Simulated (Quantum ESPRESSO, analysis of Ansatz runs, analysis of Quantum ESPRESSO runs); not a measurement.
# Bond-centred H+ along c in ZnO: local vibrational mode against experiment (Quantum ESPRESSO), part 2 of 2

Aim: the local vibrational mode of the bond-centred H+ along c in ZnO, to be set beside the measurement. Set-up: PBE, GBRV 1.5 PBE, cutoffs x 1.3, 32-site cell, PBE lattice, k: the single point 1/4 1/4 1/4. The model is a cell of 32 host atoms with 1 H put in. The frequencies come from force constants among the defect atom and its neighbours, with the masses of the isotopes named. This set-up takes another basis size than the usual one.

Quantum ESPRESSO 7.5; PBE, GBRV 1.5 PBE, cutoffs x 1.3, 32-site cell, PBE lattice, k: the single point 1/4 1/4 1/4.

So far: The starting structure; Relaxation, charge +1.

## 3. Atom Zn6 moved by 0.015 A along x

Force constants come from the forces after small displacements. One such run is shown.

This step: Quantum ESPRESSO plane-wave DFT, PBE, GBRV 1.5 PBE potentials; single point of a defect supercell.

The input, pw.in:

```
&CONTROL
  calculation = 'scf'
  prefix = 'pwscf'
  outdir = './tmp'
  pseudo_dir = './pseudo'
  tprnfor = .true.
  disk_io = 'low'
/
&SYSTEM
  ibrav = 0
  nat = 33
  ntyp = 3
  ecutwfc = 58
  ecutrho = 468
  nbnd = 212
  occupations = 'smearing'
  smearing = 'fd'
  degauss = 0.00073499
  tot_charge = 1
  nosym = .true.
/
&ELECTRONS
  conv_thr = 1d-10
  electron_maxstep = 100
  mixing_beta = 0.5
/
ATOMIC_SPECIES
Zn    65.3800 zn_pbe_v1.uspp.F.UPF
O     15.9990 o_pbe_v1.2.uspp.F.UPF
H      1.0080 h_pbe_v1.4.uspp.F.UPF
CELL_PARAMETERS angstrom
   6.5671762872    0.0000000000    0.0000000000
  -3.2835881436    5.6873415498    0.0000000000
   0.0000000000    0.0000000000   10.5973309651
ATOMIC_POSITIONS crystal
Zn     0.1659427303    0.3357390987    0.2506190520
Zn     0.3206165526    0.1578887449   -0.0078058276
O      0.3265968574    0.1636665556    0.1875195619
O      0.1669060369    0.3319046704    0.4406757618
[... 1 atom line left out ...]
Zn     0.3183362766    0.1561883916    0.5089068327
[... 5 atom lines left out ...]
O      0.1670200690    0.8330927281    0.4414396248
[... 4 atom lines left out ...]
Zn     0.6651833919    0.3345139869    0.1772459407
[... 1 atom line left out ...]
O      0.8351697080    0.1651460138    0.1875288789
O      0.6664048996    0.3332689817    0.4627835553
[... 1 atom line left out ...]
Zn     0.8435730464    0.1567546362    0.5081618699
[... 4 atom lines left out ...]
O      0.8359661067    0.6731114904    0.1876662270
O      0.6685492434    0.8335056220    0.4406323851
[... 1 atom line left out ...]
Zn     0.8437045269    0.6835526401    0.5087144680
[... 2 atom lines left out ...]
H      0.6646167500    0.3336901148    0.3699251685
K_POINTS crystal
1
0.25 0.25 0.25 1.0
```

Run with:

```console
> OMP_NUM_THREADS=1 pw.x -in pw.in > pw.out
```

Log:

```text
[banner, memory and clock lines left out]
          URL

     G-vector sticks info

     bravais-lattice index     =            0
     lattice parameter (alat)  =      12.4102  a.u.
     unit-cell volume          =    2671.0443 (a.u.)^3
     number of atoms/cell      =           33
     number of atomic types    =            3
     number of electrons       =       416.00
     number of Kohn-Sham states=          212
     kinetic-energy cutoff     =      58.0000  Ry
     charge density cutoff     =     468.0000  Ry
     scf convergence threshold =      1.0E-10
     mixing beta               =       0.5000
     number of iterations used =            8  plain     mixing
     Exchange-correlation=  SLA  PW   PBX  PBC
                           (   1   4   3   4   0   0   0)

     celldm(1)=  12.410165  celldm(2)=   0.000000  celldm(3)=   0.000000
     celldm(4)=   0.000000  celldm(5)=   0.000000  celldm(6)=   0.000000

     crystal axes: (cart. coord. in units of alat)
               a(1) = (   1.000000   0.000000   0.000000 )
               a(2) = (  -0.500000   0.866025   0.000000 )
               a(3) = (   0.000000   0.000000   1.613682 )

     reciprocal axes: (cart. coord. in units 2 pi/alat)
               b(1) = (  1.000000  0.577350 -0.000000 )
               b(2) = (  0.000000  1.154701  0.000000 )
               b(3) = (  0.000000 -0.000000  0.619701 )

     PseudoPot. # 1 for Zn read from file:
     zn_pbe_v1.uspp.F.UPF
     Pseudo is Ultrasoft, Zval = 20.0
     Generated by new atomic code, or converted to UPF format
     Using radial grid of  943 points,  6 beta functions with:
                l(1) =   0
                l(2) =   0
                l(3) =   1
                l(4) =   1
                l(5) =   2
                l(6) =   2
     Q(r) pseudized with  8 coefficients,  rinner =    1.100   1.100   1.100
                                                       1.100   1.100

     PseudoPot. # 2 for O  read from file:
     o_pbe_v1.2.uspp.F.UPF
     Pseudo is Ultrasoft + core correction, Zval =  6.0
     Generated by new atomic code, or converted to UPF format
     Using radial grid of  737 points,  5 beta functions with:
                l(1) =   0
                l(2) =   0
                l(3) =   1
                l(4) =   1
                l(5) =   2
     Q(r) pseudized with  8 coefficients,  rinner =    0.900   0.900   0.900
                                                       0.900   0.900

     PseudoPot. # 3 for H  read from file:
     h_pbe_v1.4.uspp.F.UPF
     Pseudo is Ultrasoft, Zval =  1.0
     Generated by new atomic code, or converted to UPF format
     Using radial grid of  615 points,  2 beta functions with:
                l(1) =   0
                l(2) =   0
     Q(r) pseudized with  8 coefficients,  rinner =    0.700

     atomic species   valence    mass     pseudopotential
     Zn               20.00    65.38000     Zn( 1.00)
     O                 6.00    15.99900     O ( 1.00)
     H                 1.00     1.00800     H ( 1.00)

     No symmetry found

   Cartesian axes

     site n.     atom                  positions (alat units)
         1        Zn     tau(   1) = (  -0.0019268   0.2907586   0.4044193  )
         2        Zn     tau(   2) = (   0.2416722   0.1367357  -0.0125961  )
         3        O      tau(   3) = (   0.2447636   0.1417394   0.3025969  )
         4        O      tau(   4) = (   0.0009537   0.2874379   0.7111103  )
         5        Zn     tau(   5) = (  -0.0026221   0.2947436   1.2099309  )
         6        Zn     tau(   6) = (   0.2402421   0.1352631   0.8212135  )
         7        O      tau(   7) = (   0.2492849   0.1460145   1.1229156  )
         8        O      tau(   8) = (   0.0015072   0.2924136   1.5151891  )
         9        Zn     tau(   9) = (  -0.2509866   0.7220475   0.4055611  )
        10        Zn     tau(  10) = (   0.0026338   0.5760052   0.0058418  )
        11        O      tau(  11) = (  -0.0009753   0.5780004   0.3105643  )
        12        O      tau(  12) = (  -0.2495263   0.7214795   0.7123430  )
        13        Zn     tau(  13) = (  -0.2487145   0.7213190   1.2100552  )
        14        Zn     tau(  14) = (   0.0025193   0.5761844   0.8055246  )
        15        O      tau(  15) = (  -0.0012664   0.5786956   1.1102536  )
        16        O      tau(  16) = (  -0.2446782   0.7185822   1.5156182  )
        17        Zn     tau(  17) = (   0.4979264   0.2896976   0.2860185  )
        18        Zn     tau(  18) = (   0.7627727   0.1370909  -0.0118453  )
        19        O      tau(  19) = (   0.7525967   0.1430206   0.3026119  )
        20        O      tau(  20) = (   0.4997704   0.2886194   0.7467853  )
        21        Zn     tau(  21) = (   0.4978784   0.2902066   1.2185854  )
        22        Zn     tau(  22) = (   0.7651957   0.1357535   0.8200114  )
        23        O      tau(  23) = (   0.7480252   0.1459918   1.1213415  )
        24        O      tau(  24) = (   0.5012185   0.2880367   1.5337564  )
        25        Zn     tau(  25) = (   0.2472173   0.7224770   0.4044116  )
        26        Zn     tau(  26) = (   0.5024308   0.5882615  -0.0123463  )
        27        O      tau(  27) = (   0.4994104   0.5829317   0.3028335  )
[...]
total energy              =   -7904.63007198 Ry
     estimated scf accuracy    <       0.07291575 Ry

     iteration #  4     ecut=    58.00 Ry     beta= 0.50
     Davidson diagonalization with overlap
     ethr =  1.75E-05,  avg # of iterations =  6.0

     total energy              =   -7904.64598517 Ry
     estimated scf accuracy    <       0.02269981 Ry

     iteration #  5     ecut=    58.00 Ry     beta= 0.50
     Davidson diagonalization with overlap
     ethr =  5.46E-06,  avg # of iterations =  2.0

     total energy              =   -7904.64659994 Ry
     estimated scf accuracy    <       0.00274908 Ry

     iteration #  6     ecut=    58.00 Ry     beta= 0.50
     Davidson diagonalization with overlap
     ethr =  6.61E-07,  avg # of iterations =  7.0

     total energy              =   -7904.64667818 Ry
     estimated scf accuracy    <       0.00043409 Ry

     iteration #  7     ecut=    58.00 Ry     beta= 0.50
     Davidson diagonalization with overlap
     ethr =  1.04E-07,  avg # of iterations =  3.0

     total energy              =   -7904.64680750 Ry
     estimated scf accuracy    <       0.00002321 Ry

     iteration #  8     ecut=    58.00 Ry     beta= 0.50
     Davidson diagonalization with overlap
     ethr =  5.58E-09,  avg # of iterations =  3.0

     total energy              =   -7904.64680396 Ry
     estimated scf accuracy    <       0.00002724 Ry

     iteration #  9     ecut=    58.00 Ry     beta= 0.50
     Davidson diagonalization with overlap
     ethr =  5.58E-09,  avg # of iterations =  2.0

     total energy              =   -7904.64680473 Ry
     estimated scf accuracy    <       0.00000359 Ry

     iteration # 10     ecut=    58.00 Ry     beta= 0.50
     Davidson diagonalization with overlap
     ethr =  8.63E-10,  avg # of iterations =  3.0

     total energy              =   -7904.64680579 Ry
     estimated scf accuracy    <       0.00000017 Ry

     iteration # 11     ecut=    58.00 Ry     beta= 0.50
     Davidson diagonalization with overlap
     ethr =  4.19E-11,  avg # of iterations =  2.0

     total energy              =   -7904.64680577 Ry
     estimated scf accuracy    <       0.00000009 Ry

     iteration # 12     ecut=    58.00 Ry     beta= 0.50
     Davidson diagonalization with overlap
     ethr =  2.27E-11,  avg # of iterations =  2.0

     total energy              =   -7904.64680579 Ry
     estimated scf accuracy    <          2.7E-09 Ry

     iteration # 13     ecut=    58.00 Ry     beta= 0.50
     Davidson diagonalization with overlap
     ethr =  6.43E-13,  avg # of iterations =  3.0

     total energy              =   -7904.64680579 Ry
     estimated scf accuracy    <          1.9E-09 Ry

     iteration # 14     ecut=    58.00 Ry     beta= 0.50
     Davidson diagonalization with overlap
     ethr =  4.61E-13,  avg # of iterations =  2.0

     total energy              =   -7904.64680579 Ry
     estimated scf accuracy    <          8.9E-10 Ry

     iteration # 15     ecut=    58.00 Ry     beta= 0.50
     Davidson diagonalization with overlap
     ethr =  2.13E-13,  avg # of iterations =  2.0

     End of self-consistent calculation

          k = 0.2500 0.4330 0.1549 ( 19938 PWs)   bands (ev):

  -115.8571-115.2684-115.2674-115.2651-115.1532-115.1524-115.1504-115.1199
  -115.0192-115.0159-115.0142-114.9985-114.9650-114.9644-114.9635-114.9541
   -70.1914 -69.9763 -69.9656 -69.5086 -69.5065 -69.5007 -69.4449 -69.4436
   -69.4426 -69.4409 -69.4376 -69.4333 -69.3696 -69.3688 -69.3643 -69.3566
   -69.3558 -69.3499 -69.3269 -69.3216 -69.3185 -69.3174 -69.3109 -69.3053
   -69.2176 -69.2172 -69.2161 -69.2130 -69.2108 -69.2104 -69.2102 -69.2052
   -69.2048 -69.1974 -69.1961 -69.1882 -69.1711 -69.1700 -69.1698 -69.1616
   -69.1582 -69.1578 -69.1554 -69.1512 -69.1510 -69.1503 -69.1493 -69.1433
   -11.3502  -9.3607  -9.2108  -9.1554  -9.1375  -9.0429  -9.0295  -8.9624
    -8.9029  -8.8801  -8.8752  -8.8465  -8.8060  -8.7958  -8.7631  -8.7464
     0.8629   2.1587   2.2536   2.2693   2.3028   2.3619   2.4046   2.4465
     2.4722   2.5082   2.5447   2.5689   2.5894   2.6408   2.6590   2.6997
[...]
4.9901   5.0514   5.2080   5.3207   5.4039   5.4437   5.4823   5.5061
     5.6803   5.8623   5.9375   5.9891   6.1586   6.2158   6.2558   6.3134
     6.3475   6.3994   6.4299   6.4999   6.5280   6.5894   6.6704   6.7318
     6.8554   6.9135   6.9819   7.0141   7.0713   7.1395   7.1943   7.3132
     7.3388   7.3701   7.4155   7.4538   7.5314   7.5631   7.8063   7.8140
    11.1028  11.9389  12.3499  12.5417

     the Fermi energy is     8.6230 ev

!    total energy              =   -7904.64680579 Ry
     estimated scf accuracy    <          3.7E-11 Ry
     smearing contrib. (-TS)   =       0.00000000 Ry
     internal energy E=F+TS    =   -7904.64680579 Ry

     The total energy is F=E-TS. E is the sum of the following terms:
     one-electron contribution =   -6592.40974831 Ry
     hartree contribution      =    3462.44174456 Ry
     xc contribution           =    -793.36785755 Ry
     ewald contribution        =   -3981.31094449 Ry

     convergence has been achieved in  15 iterations

     Forces acting on atoms (cartesian axes, Ry/au):

     atom    1 type  1   force =     0.00000369   -0.00009184    0.00065816
     atom    2 type  1   force =     0.00012804    0.00011007    0.00007501
     atom    3 type  2   force =    -0.00013304   -0.00008889   -0.00009033
     atom    4 type  2   force =     0.00194886   -0.00091279    0.00078072
     atom    5 type  1   force =    -0.00008611   -0.00032294   -0.00021957
     atom    6 type  1   force =    -0.00514705    0.00022481   -0.00040531
     atom    7 type  2   force =     0.00025884    0.00006931    0.00011904
     atom    8 type  2   force =     0.00009433   -0.00009858    0.00005949
     atom    9 type  1   force =    -0.00005513    0.00008642   -0.00004954
     atom   10 type  1   force =     0.00018804   -0.00007945   -0.00014962
[...]
atom   29 type  1   force =     0.00004747    0.00009375    0.00006359
     atom   30 type  1   force =     0.00008956    0.00079882    0.00014593
     atom   31 type  2   force =    -0.00009629   -0.00018245   -0.00002726
     atom   32 type  2   force =    -0.00001792    0.00005335    0.00011320
     atom   33 type  3   force =     0.00048594    0.00008724   -0.00029656

     Total force =     0.006469     Total SCF correction =     0.000016
```

Wall time 6.4 min (1 thread of Arm Neoverse V1, shared host); peak memory 2 GiB.

## 4. Local vibrational modes

Analysis of the runs above: force constants by central differences of Quantum ESPRESSO plane-wave DFT, PBE, GBRV 1.5 PBE potentials forces among the atoms nearest to a defect, the others at rest.

The modes with the largest weight on the probed atoms (the light atom of a pair), for the masses of each isotope. Modes of the displaced atoms (local only where they lie over the host's phonons):

| isotopes | mode (cm⁻¹) | share of the defect atoms |
| --- | --- | --- |
| H | 3710 | 0.944 |
| H | 617.9 | 0.885 |
| H | 580.7 | 0.858 |
| D | 2698 | 0.892 |
| D | 473.7 | 0.581 |
| D | 454 | 0.498 |

## 5. Results

| Property | Result |
| --- | --- |
| distance from the defect atom to its nearest neighbour | 0.984 Å |
| O-H stretch, 1H | 3710 cm⁻¹ |
| O-D stretch, 2H | 2698 cm⁻¹ |

In words: O-H stretch, 1H: computed 3710 cm⁻¹, measured 3611.3 cm⁻¹; 98 cm⁻¹ (3 %) above the measurement. O-D stretch, 2H: computed 2698 cm⁻¹, measured 2668 cm⁻¹; 30 cm⁻¹ (1 %) above the measurement. The computed value is harmonic, while the measured line is the anharmonic fundamental, which for X–H stretches usually lies a few per cent lower. Only the named neighbours move, so modes near the host's band are approximate. Limits: the periodic copies of the defect are only 6.6 Å apart.

[Logs are printed without paths, hosts, clocks, repeated set-up lines and the standing remarks that a program may print on its own settings, such as how far it seeks lower states.]

[Hosts, paths, dates, database ids (printed as entryN), source tags and the programs' standing remarks are cut or masked in the printed files.]

[For some hosts the program warned that the k-mesh of the response run may be too coarse for force constants and the static dielectric constant; such warnings are not shown here.]
